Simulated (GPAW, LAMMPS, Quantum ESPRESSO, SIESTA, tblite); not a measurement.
**How far do other methods lie from plane waves? Glassy 57SiO2-27Al2O3-16BaO (mol %) (149 atoms)**

Aim: forces, pressure and gap of glassy 57SiO2-27Al2O3-16BaO (mol %) (149 atoms) at one geometry, from other programs and methods, against plane-wave PBE.

Results are calculated, not measured.

## 1. The cell

The cell holds 149 atoms (25 Si, 24 Al, 7 Ba and 93 O), with edges of 12.01, 12.01 and 12.01 Å. Recipe: 149 atoms (25 Si, 24 Al, 7 Ba, 93 O) placed at random at 3.64 g/cm³, melted at 4000 K for 10 ps at fixed volume with the Morse and Coulomb pair potential with partial charges (Pedone, Malavasi, Menziani, Cormack and Segre, J. Phys. Chem. B 110, 11780 (2006)). Quenched from 4000 K to 300 K at 25 K/ps and fixed volume, held 5 ps. The density is 3.64 g/cm³.

## 2. The reference input

Quantum ESPRESSO 7.5: Kohn-Sham DFT, PBE, SSSP efficiency 1.3.0 pseudopotentials, plane waves. Its input, pw.in:

```
&control
  calculation = 'scf'
  pseudo_dir = './pseudo'
  outdir = './tmp'
  disk_io = 'none'
  tprnfor = .true.
  tstress = .true.
/
&system
  ibrav = 0
  nat = 149
  ntyp = 4
  ecutwfc = 60
  ecutrho = 480
  nosym = .true.
  occupations = 'smearing'
  smearing = 'fd'
  degauss = 0.003675
/
&electrons
  conv_thr = 7.5e-07
  electron_maxstep = 100
  mixing_beta = 0.4
  mixing_mode = 'plain'
  diagonalization = 'david'
/
ATOMIC_SPECIES
Si 28.085 Si.upf
Al 26.982 Al.upf
Ba 137.327 Ba.upf
O 15.999 O.upf
CELL_PARAMETERS angstrom
12.00720 0.00000 0.00000
0.00000 12.00720 0.00000
0.00000 0.00000 12.00720
ATOMIC_POSITIONS crystal
Si 0.22952 0.93910 0.69436
Si 0.51728 0.31890 0.87840
Si 0.44596 0.65413 0.41711
Si 0.17174 0.59737 0.55848
[... 143 atom lines left out ...]
O 0.77979 0.31584 0.39633
O 0.36050 0.72923 0.08808
K_POINTS gamma
```

```console
$ OMP_NUM_THREADS=1 mpirun -np 4 pw.x -in pw.in > output.txt
```

Wall time 13 min (4 MPI ranks of Arm Neoverse V1, shared host); peak memory 7.4 GiB; 54 min of CPU time.

It converged with an r.m.s. force component of 1.4 eV/Å and a pressure of 14 GPa.

Its highest filled and lowest empty levels lie 3.98 eV apart on its k-points.

## 3. What was run beside it

- GPAW 26.7.0: PAW with atomic orbitals (LCAO), plane waves or a real-space grid of spacing h.
- Quantum ESPRESSO 7.5: plane waves; labels (QE) give functional, pseudopotential set and cutoffs of waves/density.
- SIESTA 5.4.2: numerical atomic orbitals, whose automatically made sets are far from complete, with PseudoDojo norm-conserving potentials that we converted to its format (checked against plane waves on the same files for H, C, O, Si, Ge and Ca alone); labels give functional, basis size, energy shift and mesh cutoff.

All use the same cell and atoms, and the electronic-structure runs the same k-mesh.

## 4. All runs compared

Differences are against the reference: forces as r.m.s. over components, share as that over the reference's r.m.s. force, slope as the fitted ratio of a run's forces to the reference's.

| run | Δ force, r.m.s. (meV/Å) | share (%) | slope | Δ pressure (GPa) | Δ gap (eV) | cores | CPU time | memory (GiB) |
| --- | --- | --- | --- | --- | --- | --- | --- | --- |
| reference | - | - | - | - | - | 4 | 54 min | 7.4 |
| GPAW PBE, LCAO dzp, h 0.18 Å | 310 | 22.3 | 1.142 | - | -0.143 | 4 | 15 min | 5.0 |
| GPAW PBE, LCAO sz(dzp), h 0.18 Å (coarse) | 1085 | 78.2 | 1.354 | - | -0.815 | 1 | 2.9 min | 2.2 |
| GPAW PBE, LCAO szp(dzp), h 0.18 Å (coarse) | 354 | 25.5 | 1.153 | - | -0.173 | 2 | 8.4 min | 3.1 |
| GPAW PBE, grid h 0.18 Å | 124 | 8.96 | 1.062 | - | 0.0296 | 4 | 39 min | 6.1 |
| QE PBE, dojo-0.4.1-standard, 80/320 Ry | 49.9 | 3.60 | 0.976 | -1.20 | 0.0115 | 1 | 34 min | 5.6 |
| SIESTA PBE, DZ, shift 0.01 Ry, mesh 500 Ry (coarse) | 882 | 63.6 | 1.326 | 13.7 | -0.528 | 2 | 4.9 min | 2.1 |
| SIESTA PBE, DZP, shift 0.002 Ry, mesh 500 Ry | 175 | 12.6 | 1.059 | 2.11 | -0.266 | 4 | 38 min | 6.3 |
| SIESTA PBE, DZP, shift 0.01 Ry, mesh 500 Ry | 177 | 12.8 | 1.060 | 2.23 | -0.250 | 4 | 14 min | 4.2 |
| SIESTA optB88-vdW, PBE potentials, DZP, shift 0.01 Ry, mesh 500 Ry | 192 | 13.9 | 1.062 | 1.70 | -0.182 | 4 | 29 min | 5.7 |

Rows marked coarse were listed beforehand as settings not expected to be converged; some can still land near the reference.

Runs without a result: tblite GFN1-xTB (ended with an error or stopped unconverged).

CPU time is summed over cores on shared hosts, so it is rough.

## 5. What came out

Forces lie from 3.6 % (QE PBE, dojo-0.4.1-standard, 80/320 Ry) to 78 % (GPAW PBE, LCAO sz(dzp), h 0.18 Å, coarse) of the reference's r.m.s. force of 1.4 eV/Å away from it. Other PBE runs on plane waves or a grid: GPAW PBE, grid h 0.18 Å 9.0 % and QE PBE, dojo-0.4.1-standard, 80/320 Ry 3.6 % of the r.m.s. force; the reference has errors of its own, so differences under a few per cent don't tell which side is nearer the exact PBE result. The PBE runs in local orbitals, coarse settings apart, differ by 13 % (SIESTA PBE, DZP, shift 0.002 Ry, mesh 500 Ry) to 22 % (GPAW PBE, LCAO dzp, h 0.18 Å); basis, grid and potentials can all enter. Rows with another functional or a dispersion term differ by 14 % (SIESTA optB88-vdW, PBE potentials, DZP, shift 0.01 Ry, mesh 500 Ry), which mixes the change of model with differences of basis and potentials, some of them made for another functional.

Runs with settings chosen to be coarse differ by 25 % (GPAW PBE, LCAO szp(dzp), h 0.18 Å) to 78 % (GPAW PBE, LCAO sz(dzp), h 0.18 Å), their programs' other errors included. GPAW PBE, LCAO szp(dzp), h 0.18 Å stiffens the forces by a factor of 1.15 while following their directions (correlation 0.985). Pressures at PBE, coarse settings apart, lie -1.20 to +2.23 GPa from the reference's. Gaps at PBE, coarse settings apart, lie -0.27 to +0.03 eV from the reference's.

**Limits.** The reference's pressure holds the uncorrected Pulay stress of its 60 Ry basis, so small pressure differences may be the reference's own error. The quench rate of 25 K/ps is many orders above laboratory rates, so the cell is likely richer in defects and strain than a real sample. The network of bonds at the start is that of the classical potential that made the cell, and needn't be the one that DFT or experiment would give. The reference's stress is far from hydrostatic: its diagonal is 14.8, 11.0, 15.2 GPa, compression counted positive. The electronic-structure runs sample only Γ, in a cell whose shortest periodic width is 12 Å. Spin–orbit coupling is left out, which matters for the levels of the heavy elements. Where levels are smeared, the DFT runs use Fermi–Dirac occupations at 580 K (0.05 eV), and energies are free energies. The reference's cutoffs and mesh weren't converged further here.

[Logs are printed without paths, hosts, clocks, repeated set-up lines and the standing remarks that a program may print on its own settings, such as how far it seeks lower states.]

[Hosts, paths, dates, database ids (printed as entryN), source tags and the programs' standing remarks are cut or masked in the printed files.]

[Cells were taken only where this reference lay near another plane-wave run.]
